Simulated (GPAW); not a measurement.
# C K-edge XANES of rock-salt (TiC)₁₋ₓ(ZrC)ₓ at x = 0.75, part 2 of 3

What does the C K edge look like in rock-salt (TiC)₁₋ₓ(ZrC)ₓ at x = 0.75?

GPAW 26.7.0; X-ray absorption from dipole matrix elements to empty bands, plane-wave PAW LDA.

So far. Step 3 (The field without a hole): The mesh shows no gap, so the system is treated as a metal and the core electron is put at the Fermi level (neutral cell).

## 5. Spectrum with XCH, C atom 4

The holes are 6.5 Å apart. In GPAW the data set carries the hole's charge, so charge=0 means a charged cell and charge=-1 a neutral one. The excited electron is kept in the cell, where it fills the lowest empty states and screens the hole. After the field has converged, empty bands are computed with the density fixed and the dipole matrix elements are summed.

The absorber has 3 Zr at 2.30 Å, 1 Ti at 2.31 Å, 1 Zr at 2.31 Å and 1 Ti at 2.31 Å (octahedral).

Contents of xas.py:

```python
import numpy as np
from ase import Atoms
from ase.parallel import parprint, paropen
from gpaw import GPAW, PW, FermiDirac, Mixer, MixerDif, setup_paths
from gpaw.test import gen
setup_paths.insert(0, '.')
gen('C', name='fch1s', xcname='LDA', corehole=(1, 0, 1), write_xml=True)
from gpaw.mpi import world
world.barrier()

atoms = Atoms('ZrCZrCZrCTiCTiCZrCZrCZrC',
    cell=[[0, 4.607, 4.607],
     [4.607, 0, 4.607],
     [4.607, 4.607, 0]],
    scaled_positions=[[0.9992976, 0.000548, 0.9995468],
     [0.7498099, 0.2503785, 0.2493465],
     [0.9993694, 0.0008436, 0.4995658],
     [0.7497336, 0.2502954, 0.7492672],
     [0.9995158, 0.5003767, 0.9996461],
     [0.7486377, 0.751553, 0.248737],
     [0.0005789, 0.5005543, 0.4992686],
     [0.7492807, 0.751039, 0.7498626],
     [0.49979, 0.9998991, 0.9992644],
     [0.2491482, 0.2510717, 0.2500134],
     [0.4995696, 0.0005019, 0.4992458],
     [0.2493869, 0.25051, 0.7496398],
     [0.4995304, 0.5003287, 0.9997339],
     [0.2489468, 0.749839, 0.2502908],
     [0.4995956, 0.500449, 0.4996362],
     [0.2497094, 0.750548, 0.7494047]],
    pbc=True)
atoms.calc = calc = GPAW(legacy_gpaw=True, mode=PW(500, force_complex_dtype=True), xc='LDA', setups={3: 'fch1s'},
    kpts={'size': (4, 4, 4), 'gamma': True}, occupations=FermiDirac(0.1),
    charge=-1, mixer=Mixer(0.1, 5, 50), maxiter=150,
    convergence={'density': 0.0001, 'eigenstates': 1e-6}, txt='scf.txt')
energy = atoms.get_potential_energy() + calc.get_reference_energy()
ef = calc.get_fermi_level()
out = dict(energy=energy, fermi=ef, forces=atoms.get_forces().tolist())
parprint(f'all-electron energy {energy:.4f} eV, Fermi level {ef:.4f} eV')
ev = np.array([[calc.get_eigenvalues(k, s) for k in range(len(calc.get_ibz_k_points()))] for s in range(calc.get_number_of_spins())])
out['homo'], out['lumo'], out['counts'] = ev[ev < ef].max(), ev[ev > ef].min(), sorted(set((ev < ef).sum((0, 2)).tolist()))
out['filled'] = (ev[:, 0] < ef).sum(1).tolist()

from ase.units import Ha
from gpaw.xas import dipole_matrix_elements
nb = int(calc.get_number_of_electrons() / 2) + 142
top, nb = nb, nb + 8 + nb // 12
nscf = calc.fixed_density(kpts={'size': (6, 6, 6), 'gamma': True}, nbands=nb,
    convergence={'bands': top, 'eigenstates': 5e-3}, maxiter=60, txt='nscf.txt')
cell = atoms.cell.array
ops = [cell.T @ U.T @ np.linalg.inv(cell.T) for U in nscf.wfs.kd.symmetry.op_scc]
E = np.arange(-6, 30, 0.1)
fwhm = np.interp(E, [4, 25], [0.9, 3.5])
Y, X, zero, highest = 0, 0, 1e9, 1e9
for spin in range(nscf.get_number_of_spins()):
    wfs = nscf.wfs
    mine = wfs.bd.get_slice()  # this rank's bands
    A = dipole_matrix_elements(wfs.setups[3])
    eps = np.zeros((wfs.kd.nibzkpts, nb))
    d = np.zeros((3, A.shape[1], wfs.kd.nibzkpts, nb), complex)
    for kpt in wfs.kpt_u:
        if kpt.s == spin and 3 in kpt.P_ani:
            eps[kpt.k, mine] = kpt.eps_n * Ha
            d[:, :, kpt.k, mine] = (kpt.weight * wfs.nspins / 2) ** 0.5 * np.inner(A, kpt.P_ani[3])
    world.sum(eps)
    world.sum(d)
    T = np.einsum('amkn,bmkn->abkn', d, d.conj()).real
    T = sum(np.einsum('ai,ijkn,bj->abkn', R, T, R) for R in ops) / len(ops)
    empty = eps > ef
    zero, highest = min(zero, eps[empty].min()), min(highest, eps[:, top - 1].min())
    lines = [(eps, T, empty)] if spin == 0 else lines + [(eps, T, empty)]
for eps, T, empty in lines:
    f = np.einsum('aakn->akn', T).reshape(3, -1)
    x = eps.ravel() - zero
    w = np.interp(x, E, fwhm) / 2.35482
    g = np.exp(-0.5 * ((E[:, None] - x) / w) ** 2) / (w * (2 * np.pi) ** 0.5)
    Y = Y + (f * empty.ravel()) @ g.T
    X = X + (f * ~empty.ravel()) @ g.T
out.update(E=E.round(2).tolist(), xas=Y.tolist(), xes=X.tolist(), zero=zero, valid=highest - zero, nk=len(eps), nb=nb)
for i in range(0, len(E), 10):
    parprint(f'{E[i]:7.2f}', *(f'{v:10.3e}' for v in Y[:, i]))
import json
with paropen('out.json', 'w') as f:
    json.dump(out, f)
```

Started as:

```sh
> OMP_NUM_THREADS=1 mpirun -n 4 gpaw python xas.py
```

Numbers of over 12 decimals in the logs are rounded to 6 here.

What it wrote:

```text
Input parameters:
  charge: -1
  convergence: {density: 0.0001,
                eigenstates: 1e-06}
  kpts: {gamma: True,
         size: (4, 4, 4)}
  maxiter: 150
  mixer: {backend: pulay,
          beta: 0.1,
          method: separate,
          nmaxold: 5,
          weight: 50}
  mode: {ecut: 500.0,
         force_complex_dtype: True,
         name: pw}
  occupations: {fixmagmom: False,
                name: fermi-dirac,
                width: 0.1}
  setups: {3: fch1s}

Initialize ...

[... PAW data sets ...]

Reference energy: -640916.203595  # eV

Spin-paired calculation

[... convergence settings ...]
Symmetries present (total): 1
  [... symmetry matrices ...]

64 k-points: 4 x 4 x 4 Monkhorst-Pack grid + [1/8,1/8,1/8]
36 k-points in the irreducible part of the Brillouin zone
       k-points in crystal coordinates                weights
   0:     0.00000000    0.00000000    0.00000000          1/64
   1:     0.00000000    0.00000000    0.25000000          2/64
   2:     0.00000000    0.00000000    0.50000000          1/64
   3:     0.00000000    0.25000000   -0.25000000          2/64
   4:     0.00000000    0.25000000    0.00000000          2/64
   5:     0.00000000    0.25000000    0.25000000          2/64
   6:     0.00000000    0.25000000    0.50000000          2/64
   7:     0.00000000    0.50000000    0.00000000          1/64
   8:     0.00000000    0.50000000    0.25000000          2/64
   9:     0.00000000    0.50000000    0.50000000          1/64
          ...
  35:     0.50000000    0.50000000    0.50000000          1/64

Wave functions: Plane wave expansion
  Cutoff energy: 500.000 eV
  Number of coefficients (min, max): 4940, 4992
  Pulay-stress correction: 0.000000 eV/Ang^3 (de/decut=0.000000)
  Using FFTW library
  Wavefunction extrapolation:
    Improved wavefunction reuse through dual PAW basis

Occupation numbers: Fermi-Dirac:
  width: 0.1000  # eV

Eigensolver
   Davidson(niter=2)

Densities:
  Coarse grid: 35*35*35 grid
  Fine grid: 70*70*70 grid
  Total Charge: 0.000000

Density mixing:
  Method: separate
  Backend: pulay
  Linear mixing parameter: 0.1
  old densities: 5
  Width of damping distribution: 1.1
  Damping of long wavelength oscillations: 50

[... Hamiltonian set-up ...]
Number of atoms: 16
Number of atomic orbitals: 136
Number of bands in calculation: 82
Number of valence electrons: 129
Bands to converge: occupied

... initialized

Initializing position-dependent things.

Density initialized from atomic densities
Creating initial wave functions:
  82 bands from LCAO basis set

                       Zr
                      C    Ti

              C  Zr
          Zr    C     Zr

         C    Zr    C
             C

         Zr   C
       C     Ti

Atomic positions and initial magnetic moments

Positions:
   0 Zr     4.607437    9.208676    4.606289    ( 0.0000,  0.0000,  0.0000)
   1 C      2.302233    4.603114    4.607868    ( 0.0000,  0.0000,  0.0000)
   2 Zr     2.305386    6.905594    4.607981    ( 0.0000,  0.0000,  0.0000)
   3 C      4.604985    6.905897    4.607134    ( 0.0000,  0.0000,  0.0000)
   4 Zr     6.910605    9.210139    6.910005    ( 0.0000,  0.0000,  0.0000)
   5 C      4.608336    4.594905    6.911379    ( 0.0000,  0.0000,  0.0000)
   6 Ti     4.606184    2.302797    2.308721    ( 0.0000,  0.0000,  0.0000)
[...]
13 C      4.607598    2.299988    4.601406    ( 0.0000,  0.0000,  0.0000)
  14 Zr     4.607393    4.603461    4.607205    ( 0.0000,  0.0000,  0.0000)
  15 C      6.910282    4.602919    4.608186    ( 0.0000,  0.0000,  0.0000)

Unit cell:
           periodic     x           y           z      points  spacing
  1. axis:    yes    0.000000    4.607000    4.607000    35     0.1520
  2. axis:    yes    4.607000    0.000000    4.607000    35     0.1520
  3. axis:    yes    4.607000    4.607000    0.000000    35     0.1520

  Lengths:   6.515282   6.515282   6.515282
  Angles:   60.000000  60.000000  60.000000

Effective grid spacing dv^(1/3) = 0.1658

iter:   1  -201.311620
iter:   2  -186.705544   -0.41  -0.88
iter:   3  -176.418877   +0.15  -1.01
iter:   4  -175.873670   -1.08  -1.42
iter:   5  -176.125474   -1.61  -1.45
iter:   6  -176.082037   -0.88  -1.48
iter:   7  -175.677211   -1.36  -1.86
iter:   8  -175.637220   -2.49  -2.08
iter:   9  -175.650964c  -2.40  -2.47
iter:  10  -175.617860c  -2.57  -2.57
iter:  11  -175.615218c  -3.69  -2.81
iter:  12  -175.614753c  -3.95  -2.95
iter:  13  -175.614928c  -4.55  -3.23
iter:  14  -175.614841c  -3.99  -3.41
iter:  15  -175.614640c  -4.94  -3.33
iter:  16  -175.614688c  -5.05  -3.67
iter:  17  -175.614651c  -5.89  -3.81
iter:  18  -175.614654c  -6.44c -4.16c

Converged after 18 iterations.

Dipole moment: (-0.014943, 0.512191, -0.076283) |e|*Ang

Energy contributions relative to reference atoms: (reference = -640916.203595)

Kinetic:       +114.594692
Potential:     -134.479008
External:        +0.000000
XC:            -157.707112
Entropy (-ST):   -0.116002
Local:           +2.034775
SIC:             +0.000000
--------------------------
Free energy:   -175.672655
Extrapolated:  -175.614654

Showing only first 2 kpts
 Kpt  Band  Eigenvalues  Occupancy
  0    62     10.14041    1.84035
  0    63     10.46440    0.62211
  0    64     10.97993    0.00520
  0    65     10.98081    0.00515

  1    62      9.76114    1.99610
  1    63      9.78378    1.99511
  1    64     10.24524    1.60325
[...]
Fermi level: 10.38488

No gap
No difference between direct/indirect transitions

Forces in eV/Ang:
  0 Zr   -0.01145   -0.07166    0.00815
  1 C     0.01267   -0.00257   -0.00323
  2 Zr    0.06238    0.01287   -0.01142
  3 C     0.02857    0.00320   -0.00765
  4 Zr    0.01087   -0.00792    0.02138
  5 C    -0.01755    0.03579   -0.01152
  6 Ti   -0.00200   -0.01330    0.32518
[...]
13 C    -0.01210   -0.00956    0.02728
 14 Zr    0.01003    0.07090    0.00323
 15 C    -0.00427    0.00641   -0.01006
Scalar-relativistic atomic LDA calculation for C (Carbon, Z=6)
Core hole in 1s state (1s occupation: 1.0)
300 radial gridpoints.
|------------------------------------------------|
|------------------------------------------------|
[... the atom generator's iteration count ...]

Energy contributions:
-------------------------
Kinetic:      +26.191319
XC:            -3.250568
Potential:    -49.301465
-------------------------
Total:        -26.360713

state      eigenvalue         ekin         rmax
-----------------------------------------------
1s^1.0 :   -12.242791    17.075241        0.169
2s^2.0 :    -1.088966     2.357774        1.067
2p^2.0 :    -0.788324     2.200265        0.916
-----------------------------------------------
(units: Bohr and Hartree)

Generating PAW setup
Kinetic energy of the core from tauc = 17.083225
Cutoffs:
rc(s)=1.200
rc(p)=1.200
rc(d)=1.200
rc(vbar)=1.080
rc(comp)=1.200
rc(nct)=1.200

Kinetic energy of the core states: 17.075241
Charge: 1.0
Core electrons: 1.0
Valence electrons: 4.0
Pseudo-core charge: 0.009839
Shape function alpha=6.944
Pseudo-electron charge 3.948111
state    eigenvalue         norm
--------------------------------
2s(2) :    -1.088966     1.079442
*s    :    -0.088966
2p(2) :    -0.788324     0.889693
*p    :     0.211676
*d    :     0.000000
--------------------------------

Diagonalizing with gridspacing h=0.050

state   all-electron     PAW
-------------------------------
2s:      -1.088966    -1.089850
2p:      -0.788324    -0.789871
*d:                   -0.068511
*f:                   -0.014334
-------------------------------
all-electron energy -641091.8182 eV, Fermi level 10.3849 eV
[...]
27.00  2.843e-04  2.843e-04  2.751e-04
  28.00  3.072e-04  3.072e-04  2.649e-04
  29.00  2.821e-04  2.821e-04  2.366e-04
```

Wall time 14 min (4 MPI ranks of Arm Neoverse V2, shared host); peak memory 1.3 GiB.

The C K spectrum, C atom 4, excited-electron core hole (neutral cell) (energy from the lowest empty level; intensity scaled to a mean of 1 over the first 20 eV):

| E (eV) | isotropic | ε ∥ x | ε ∥ z |
| --- | --- | --- | --- |
| -2.0 | 0.00 | 0.00 | 0.00 |
| -1.0 | 0.01 | 0.01 | 0.00 |
| 0.0 | 0.47 | 0.52 | 0.38 |
| 1.0 | 1.04 | 1.26 | 0.60 |
| 2.0 | 1.03 | 1.30 | 0.49 |
| 3.0 | 1.62 | 0.90 | 3.06 |
| 4.0 | 1.79 | 0.93 | 3.51 |
| 5.0 | 1.26 | 1.20 | 1.37 |
| 6.0 | 0.59 | 0.56 | 0.65 |
| 7.0 | 0.62 | 0.87 | 0.11 |
| 8.0 | 1.15 | 1.49 | 0.47 |
| 9.0 | 1.70 | 1.97 | 1.17 |
| 10.0 | 1.61 | 1.81 | 1.21 |
| 11.0 | 1.30 | 1.28 | 1.32 |
| 12.0 | 1.23 | 1.03 | 1.61 |
| 13.0 | 1.25 | 1.20 | 1.36 |
| 14.0 | 1.11 | 1.17 | 1.00 |
| 15.0 | 0.68 | 0.69 | 0.67 |
| 16.0 | 0.43 | 0.39 | 0.50 |
| 17.0 | 0.38 | 0.35 | 0.44 |
| 18.0 | 0.34 | 0.33 | 0.37 |
| 19.0 | 0.30 | 0.28 | 0.33 |
| 20.0 | 0.29 | 0.28 | 0.31 |
| 21.0 | 0.31 | 0.30 | 0.32 |
| 22.0 | 0.36 | 0.35 | 0.38 |
| 23.0 | 0.46 | 0.44 | 0.50 |
| 24.0 | 0.61 | 0.59 | 0.66 |
| 25.0 | 0.79 | 0.76 | 0.86 |
| 26.0 | 1.00 | 0.98 | 1.05 |
| 27.0 | 1.18 | 1.19 | 1.15 |
| 28.0 | 1.23 | 1.29 | 1.11 |
| 29.0 | 1.12 | 1.18 | 0.99 |

Main maxima below 24 eV (height): 1.5 eV (1.21), 3.6 eV (2.16) and 9.3 eV (1.75). A K edge sees empty p states; the first features are C p mixed into the empty d states of the Ti and Zr neighbours, and the broad ones above probably into the cations' higher empty bands.

The total-energy difference is 284.89 eV. One term is added: -6.67 eV, since the hole is spin-paired here and a spin-polarised one costs that much less in the free atom (computed apart). The photon energy is then 278.22 eV. The functional leaves an error in such absolute values: in the free atom LDA prices this hole 2.9 eV below PBE (computed apart), and PBE is itself good to a few eV.

## 6. Reference energy of the cell

The absorbing element, whose data set is made anew, changes for the next run, so it gets a reference energy of its own.

Contents of scf.py:

```python
import numpy as np
from ase import Atoms
from ase.parallel import parprint, paropen
from gpaw import GPAW, PW, FermiDirac, Mixer, MixerDif, setup_paths
from gpaw.test import gen
setup_paths.insert(0, '.')
gen('Ti', name='nch1s', xcname='LDA', corehole=(1, 0, 0), write_xml=True)
from gpaw.mpi import world
world.barrier()

atoms = Atoms('ZrCZrCZrCTiCTiCZrCZrCZrC',
    cell=[[0, 4.607, 4.607],
     [4.607, 0, 4.607],
     [4.607, 4.607, 0]],
    scaled_positions=[[0.9992976, 0.000548, 0.9995468],
     [0.7498099, 0.2503785, 0.2493465],
     [0.9993694, 0.0008436, 0.4995658],
     [0.7497336, 0.2502954, 0.7492672],
     [0.9995158, 0.5003767, 0.9996461],
     [0.7486377, 0.751553, 0.248737],
     [0.0005789, 0.5005543, 0.4992686],
     [0.7492807, 0.751039, 0.7498626],
     [0.49979, 0.9998991, 0.9992644],
     [0.2491482, 0.2510717, 0.2500134],
     [0.4995696, 0.0005019, 0.4992458],
     [0.2493869, 0.25051, 0.7496398],
     [0.4995304, 0.5003287, 0.9997339],
     [0.2489468, 0.749839, 0.2502908],
     [0.4995956, 0.500449, 0.4996362],
     [0.2497094, 0.750548, 0.7494047]],
    pbc=True)
atoms.calc = calc = GPAW(legacy_gpaw=True, mode=PW(500, force_complex_dtype=True), xc='LDA', setups={6: 'nch1s'},
    kpts={'size': (4, 4, 4), 'gamma': True}, occupations=FermiDirac(0.1),
    charge=0, mixer=Mixer(0.1, 5, 50), maxiter=150,
    convergence={'density': 0.0001, 'eigenstates': 1e-6}, txt='scf.txt')
energy = atoms.get_potential_energy() + calc.get_reference_energy()
ef = calc.get_fermi_level()
out = dict(energy=energy, fermi=ef, forces=atoms.get_forces().tolist())
parprint(f'all-electron energy {energy:.4f} eV, Fermi level {ef:.4f} eV')
ev = np.array([[calc.get_eigenvalues(k, s) for k in range(len(calc.get_ibz_k_points()))] for s in range(calc.get_number_of_spins())])
out['homo'], out['lumo'], out['counts'] = ev[ev < ef].max(), ev[ev > ef].min(), sorted(set((ev < ef).sum((0, 2)).tolist()))
out['filled'] = (ev[:, 0] < ef).sum(1).tolist()
import json
with paropen('out.json', 'w') as f:
    json.dump(out, f)
```

Started as:

```sh
> OMP_NUM_THREADS=1 mpirun -n 4 gpaw python scf.py
```

What it wrote:

```text
Input parameters:
  convergence: {density: 0.0001,
                eigenstates: 1e-06}
  kpts: {gamma: True,
         size: (4, 4, 4)}
  maxiter: 150
  mixer: {backend: pulay,
          beta: 0.1,
          method: separate,
          nmaxold: 5,
          weight: 50}
  mode: {ecut: 500.0,
         force_complex_dtype: True,
         name: pw}
  occupations: {fixmagmom: False,
                name: fermi-dirac,
[...]
4s(2) :    -0.168799     0.990650
3p(6) :    -1.425558     0.436626
4p(0) :    -0.056429     0.981035
3d(2) :    -0.164024     0.588737
*d    :     0.835976
--------------------------------

Diagonalizing with gridspacing h=0.050

state   all-electron     PAW
-------------------------------
3s:      -2.287902    -2.288205
3p:      -1.425558    -1.426242
3d:      -0.164024    -0.164519
*f:                    0.065395
-------------------------------
all-electron energy -641376.7100 eV, Fermi level 10.1319 eV
[key lines of the parts left out:]
Converged after 18 iterations.
Dipole moment: (-0.015261, 0.459695, -0.076155) |e|*Ang
Free energy:   -159.056877
Fermi level: 10.13194
```

Elapsed: 2.3 min, on 4 MPI ranks; peak memory 0.45 GiB; 9.2 min of CPU time.

Reference energy: -641376.710 eV with the cores included.

[end of part 2 of 3]

[Banner, clock and machine lines of the logs are left out without a mark of their own.]

[Logs are printed without paths, hosts, clocks, repeated set-up lines and the standing remarks that a program may print on its own settings, such as how far it seeks lower states.]

[Hosts, paths, dates, database ids (printed as entryN), source tags and the programs' standing remarks are cut or masked in the printed files.]

[Lists of maxima count a maximum above −3 eV only where it reaches 4 % of the highest in the window and stands out from its surroundings by 2 % of it (1.5 % where it reaches 55 %); shoulders and weaker maxima are passed over, and of the rest the first, up to two pre-edge ones and the few strongest are named.]
